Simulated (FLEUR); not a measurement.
# Magnetic state of 2 ML Co on Os(0001), hcp site, 3 substrate layers from several starts, part 3 of 3

Wanted: the moments of 2 ML Co on Os(0001), hcp site, 3 substrate layers and the energy of each order that was tried.

FLEUR MaX-R8.1; PBEsol; all-electron FLAPW film, Dirac cores, scalar-relativistic bands.

So far. Step 4 (Run 3 (no spin polarisation)): It lies 340 meV a seeded atom over the first start. Step 5 (An attempt with other settings): The symmetry operations must keep the spin axis; inpgen finds them when the axis is given by &soc.

## (7) Spin–orbit coupling, moments along z

Level of this step: PBEsol; all-electron FLAPW film, Dirac cores, scalar-relativistic bands with spin-orbit coupling (FLEUR).

Spin–orbit coupling ties the spins to the lattice and lets orbital moments form.

A new self-consistent run of the start ferro ++, with the moments along z.

Input file inp.xml:

```
<?xml version="1.0" encoding="UTF-8" standalone="no"?>
<fleurInput fleurInputVersion="0.39">
   <comment>
      Co2Os3
   </comment>
   <calculationSetup>
      <cutoffs Kmax="3.66" Gmax="11.0" GmaxXC="11.0" numbands="176"/>
      <scfLoop itmax="120" minDistance="0.00002" maxIterBroyd="15" imix="Anderson" alpha="0.03" precondParam="0.0" spinf="2.0" sdNocoIR="T"/>
      <coreElectrons ctail="T" frcor="F" kcrel="0" coretail_lmax="0"/>
      <xcFunctional name="PBEs" relativisticCorrections="F"/>
      <magnetism jspins="2"/>
      <soc l_soc="T" theta="0.0" phi="0.0" spav="F"/>
      <expertModes spex="0" secvar="F"/>
      <geometryOptimization l_f="F" forcealpha="1.0" forcemix="BFGS" epsdisp="0.00001" epsforce="0.00001"/>
      <ldaU l_linMix="F" mixParam="0.05" spinf="1.0"/>
   </calculationSetup>
   <cell>
      <bzIntegration valenceElectrons="76.0" mode="hist" fermiSmearingEnergy="0.00183747">
         <kPointListSelection listName="default-1"/>
         <xi:include xmlns:xi="http://www.w3.org/2001/XInclude" href="kpts.xml"> </xi:include>
      </bzIntegration>
      <xi:include xmlns:xi="http://www.w3.org/2001/XInclude" href="sym.xml"> </xi:include>
      <filmLattice scale="1.0" dVac="21.47" dTilda="23.97">
         <bravaisMatrixFilm>
            <row-1>    5.1667001356448914     0.0000000143052268</row-1>
            <row-2>   -2.5833500802096001     4.4744935640505812</row-2>
         </bravaisMatrixFilm>
         <vacuumEnergyParameters vacuum="1" spinUp="-.25" spinDown="-.25"/>
         <vacuumEnergyParameters vacuum="2" spinUp="-.25" spinDown="-.25"/>
      </filmLattice>
   </cell>
   <atomSpecies>
      <species name="Osmium (Os)" element="Os" atomicNumber="76">
         <mtSphere radius="2.45" gridPoints="811" logIncrement="0.016"/>
         <atomicCutoffs lmax="10" lnonsphr="8"/>
         <electronConfig flipSpins="F">
            <coreConfig>(1s1/2) (2s1/2) (2p1/2) (2p3/2) (3s1/2) (3p1/2) (3p3/2) (4s1/2) (3d3/2) (3d5/2) (4p1/2) (4p3/2) (5s1/2) (4d3/2) (4d5/2) (4f5/2) (4f7/2)</coreConfig>
            <valenceConfig>(5p1/2) (5p3/2) (6s1/2) (5d3/2) (5d5/2)</valenceConfig>
            <stateOccupation state="(5d3/2)" spinUp="1.200000" spinDown="1.200000"/>
            <stateOccupation state="(5d5/2)" spinUp="1.800000" spinDown="1.800000"/>
         </electronConfig>
         <energyParameters s="6" p="6" d="5" f="5"/>
         <lo type="SCLO" l="1" n="5" eDeriv="0"/>
      </species>
      <species name="Cobalt (Co2.000" element="Co" atomicNumber="27">
         <mtSphere radius="2.24" gridPoints="741" logIncrement="0.016"/>
         <atomicCutoffs lmax="8" lnonsphr="6"/>
         <electronConfig flipSpins="F">
            <coreConfig>(1s1/2) (2s1/2) (2p1/2) (2p3/2)</coreConfig>
            <valenceConfig>(3s1/2) (3p1/2) (3p3/2) (4s1/2) (3d3/2) (3d5/2)</valenceConfig>
            <stateOccupation state="(3d3/2)" spinUp="1.5" spinDown="1.3"/>
            <stateOccupation state="(3d5/2)" spinUp="3.0" spinDown="1.2"/>
         </electronConfig>
         <energyParameters s="4" p="4" d="3" f="4"/>
         <lo type="SCLO" l="0" n="3" eDeriv="0"/>
         <lo type="SCLO" l="1" n="3" eDeriv="0"/>
      </species>
   </atomSpecies>
   <atomGroups>
      <atomGroup species="Osmium (Os)">
         <filmPos label="                   1">.0000000000 .0000000000 -7.8855605229</filmPos>
         <force calculate="T" relaxXYZ="TTT"/>
      </atomGroup>
      <atomGroup species="Osmium (Os)">
         <filmPos label="                   2">-1.000/3.000 1.000/3.000 -3.8040003756</filmPos>
         <force calculate="T" relaxXYZ="TTT"/>
      </atomGroup>
      <atomGroup species="Osmium (Os)">
         <filmPos label="                   3">.0000000000 .0000000000 .2775175444</filmPos>
         <force calculate="T" relaxXYZ="TTT"/>
      </atomGroup>
      <atomGroup species="Cobalt (Co2.000">
         <filmPos label="                   4">-1.000/3.000 1.000/3.000 4.2220924643</filmPos>
         <force calculate="T" relaxXYZ="TTT"/>
      </atomGroup>
      <atomGroup species="Cobalt (Co2.000">
         <filmPos label="                   5">.0000000000 .0000000000 7.8855605229</filmPos>
         <force calculate="T" relaxXYZ="TTT"/>
      </atomGroup>
   </atomGroups>
   <output dos="F" band="F" slice="F">
      <bandDOS minEnergy="-.5*Htr" maxEnergy="0.5*Htr" sigma="0.015" storeEVData="T"/>
      <plotting iplot="0" polar="F">
         <plot TwoD="T" vec1="  1.0  0.0  0.0" vec2="  0.0  1.0  0.0" vec3="  0.0  0.0  1.0" zero="  0.0  0.0 -0.5" file="plot"/>
      </plotting>
      <moessbauerParams electricFieldGradient="F" isomerShift="F" coreHyperfine="F" valenceHyperfine="F"/>
   </output>
</fleurInput>
```

Input file crystal.txt:

```
Co2Os3
&input film=T cartesian=F /
2.73409996739  0.00000000757  0.00000000000
-1.36704999025  2.36780002446  0.00000000000
0.00000000000  0.00000000000  1.00000000000
1.8897261246
1.0 1.0 1.0

5
76 0.00000000000  0.00000000000  -7.88556052292
76 0.66666666667  0.33333333333  -3.80400037563
76 0.00000000000  0.00000000000  0.27751754439
27 0.66666666667  0.33333333333  4.22209246434 : 2.000
27 0.00000000000  0.00000000000  7.88556052292 : 2.000

&soc 0.0000000 0.0000000 /
&kpt div1=12 div2=12 div3=1 gamma=T /
```

The run is started by

```console
> OMP_NUM_THREADS=1 inpgen -f crystal.txt > inpgen.log  # inp.xml is then edited as shown
> OMP_NUM_THREADS=1 mpirun -n 4 fleur_MPI > fleur.log
```

Log:

```text
[banner, memory and clock lines left out]
Welcome to FLEUR        (www.flapw.de)
      MaX-Release 8.1          (www.max-centre.eu)

 ========== k-point set info ==========
 Selected k-point list: default-1
 k-point list type: mesh
 0 x 0 x 0
 Number of k points: 52

 [... set-up left out ...]
 Iteration:     1   Distance:      33.21815070 me/bohr^3
 Iteration:     2   Distance:      48.88279884 me/bohr^3
 Iteration:     3   Distance:      39.23285143 me/bohr^3
 Iteration:     4   Distance:      36.11108232 me/bohr^3
 Iteration:     5   Distance:      27.23263899 me/bohr^3
 Iteration:     6   Distance:      16.16678092 me/bohr^3
 Iteration:     7   Distance:      14.50891005 me/bohr^3
 Iteration:     8   Distance:       9.88628368 me/bohr^3
 Iteration:     9   Distance:       9.66947923 me/bohr^3
 Iteration:    10   Distance:      10.13513839 me/bohr^3
[... 35 iterations left out ...]
 Iteration:    46   Distance:       0.00067396 me/bohr^3
 Iteration:    47   Distance:       0.00064404 me/bohr^3
 Iteration:    48   Distance:       0.00077854 me/bohr^3
 Iteration:    49   Distance:       0.00099173 me/bohr^3
 Iteration:    50   Distance:       0.00055169 me/bohr^3
 Iteration:    51   Distance:       0.00029807 me/bohr^3
 Iteration:    52   Distance:       0.00025395 me/bohr^3
 Iteration:    53   Distance:       0.00018666 me/bohr^3
 Iteration:    54   Distance:       0.00003875 me/bohr^3
 Iteration:    55   Distance:       0.00001321 me/bohr^3

 ********************************************************************
 Run finished successfully
 Stop message:
   all done
 ********************************************************************

--- out.xml (last complete iteration) ---
<iteration numberForCurrentRun="   55" overallNumber="   55">
         [... left out ...]
         <bandgap value="0.0072316425" units="eV"/>
         <sumValenceSingleParticleEnergies value="-87.7101478509" units="Htr"/>
         <FermiEnergy value="-0.1699690716" units="Htr"/>
         [... left out ...]
         <magneticMomentsInMTSpheres units="muBohr">
            <globalMagMoment atomType="1" vec="0.00000   0.00000   0.03760"/>
            <globalMagMoment atomType="2" vec="0.00000   0.00000  -0.00534"/>
            <globalMagMoment atomType="3" vec="0.00000   0.00000   0.00679"/>
            <globalMagMoment atomType="4" vec="0.00000   0.00000   1.60869"/>
            <globalMagMoment atomType="5" vec="0.00000   0.00000   1.91659"/>
         </magneticMomentsInMTSpheres>
         <orbitalMomentsInMTSpheres units="muBohr">
            <globalMagMoment atomType="1" vec="0.00000   0.00000   0.00879"/>
            <globalMagMoment atomType="2" vec="0.00000   0.00000   0.00714"/>
            <globalMagMoment atomType="3" vec="0.00000   0.00000  -0.00294"/>
            <globalMagMoment atomType="4" vec="0.00000   0.00000   0.08784"/>
            <globalMagMoment atomType="5" vec="0.00000   0.00000   0.13319"/>
         </orbitalMomentsInMTSpheres>
         [... left out ...]
         <totalEnergy value="   -54615.6658581368" units="Htr">
            <sumOfEigenvalues value="   -33548.7379231314">
               <coreElectrons value="-33461.0277752805"/>
               <valenceElectrons value="-87.7101478509"/>
            </sumOfEigenvalues>
         [... left out ...]
            <freeEnergy value="-54615.6673922753"/>
            <extrapolationTo0K value="-54615.6666252061"/>
         </totalEnergy>
         <densityConvergence units="me/bohr^3">
            <chargeDensity spin="1" distance="0.0000046408"/>
            <chargeDensity spin="2" distance="0.0000116358"/>
            <overallChargeDensity distance="0.0000118100"/>
            <spinDensity distance="0.0000132052"/>
         </densityConvergence>
      </iteration>
```

Wall time 18 min (4 MPI ranks of Arm Neoverse V1, shared host); peak memory 0.9 GiB.

Spin moment in the muffin-tin sphere by atom:

```tsv
atom	spin moment in the muffin-tin sphere (μB)
Os1	0.04
Os2	-0.01
Os3	0.01
Co4	1.61
Co5	1.92
```

This step gave:

| Item | Value |
| --- | --- |
| free energy | -1486168.0205 eV |
| program's band gap on this mesh (in a metal only a level spacing) | 0.007232 eV |
| magnetization | 3.426 μB |
| final state | ferromagnetic |
| orbital moment along the spin | 0.1332 μB |

Orbital moment in the sphere, along the spin axis by atom:

```tsv
atom	orbital moment in the sphere, along the spin axis (μB)
Os1	0.009
Os2	0.007
Os3	-0.003
Co4	0.088
Co5	0.133
```

## (8) Outcome

| Quantity | Value |
| --- | --- |
| lower run | with moments |
| largest site spin moment | 1.92 μB |
| next finished state | non-magnetic, 340 meV a seeded atom higher |
| energy gained by spin polarisation | 340 meV a seeded atom |
| orbital moment on the atom of largest spin, along its spin (spin–orbit run) | 0.133 μB |

What this shows: No opposed order could be compared. The parallel start holds moments up to 1.92 μB. 1 start gave no converged result and is missing from the ranking; where cut off, the energy had nearly settled 194 meV a seeded atom over the lowest. The orbital moment is parallel to the spin, as Hund's third rule has it for a shell over half filled. No antiferromagnetic order was obtained, so the session says nothing on how the moments order. A substrate of 3 unrelaxed layers is a model; thickness and relaxation can move these numbers.

[Logs and program files are shortened in this print: banners, set-up blocks, solver, clock and traceback lines can be left out without a mark of their own.]

[Logs are printed without paths, hosts, clocks, repeated set-up lines and the standing remarks that a program may print on its own settings, such as how far it seeks lower states.]

[Hosts, paths, dates, database ids (printed as entryN), source tags and the programs' standing remarks are cut or masked in the printed files.]

[Where a cell is said to come from a database of computed structures, the database is the Materials Project.]
